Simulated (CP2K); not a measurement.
Two runs for the O K edge of methyloxirane. Run A: CP2K XAS_TDP, all-electron GAPW, PBEh(45%), aug-cc-pVDZ, TDA, no relativity. Run B has a fault in its input.

First lines with a strength over 0.0015. A:

```csv
atom,energy (eV),states,"strength, one atom"
O4 (bonded to 2 C),530.68,1,0.0370
,531.16,1,0.0424
,533.10,1,0.0052
,533.99,1,0.0076
,534.13,1,0.0020
```

B:

```csv
atom,energy (eV),states,"strength, one atom"
O4 (bonded to 2 C),535.32,1,0.0016
,535.84,1,0.0015
,537.40,1,0.0018
,537.68,1,0.0031
,538.07,1,0.0055
```

What went wrong in run B?

Exact exchange is left out of the kernel though the ground state has it (exact exchange in the kernel to 0). Against PBEh(45%) in aug-cc-pVDZ, the leading line moves by +4.64 eV, to 535.32 eV; the strength of O4's goes from 0.0370 to 0.0016, so the two may not be the same state. Another fault could leave a like mark.

[Banner, clock and machine lines of the logs are left out without a mark of their own.]

[Logs are printed without paths, hosts, clocks, repeated set-up lines and the standing remarks that a program may print on its own settings, such as how far it seeks lower states.]

[Hosts, paths, dates, database ids (printed as entryN), source tags and the programs' standing remarks are cut or masked in the printed files.]
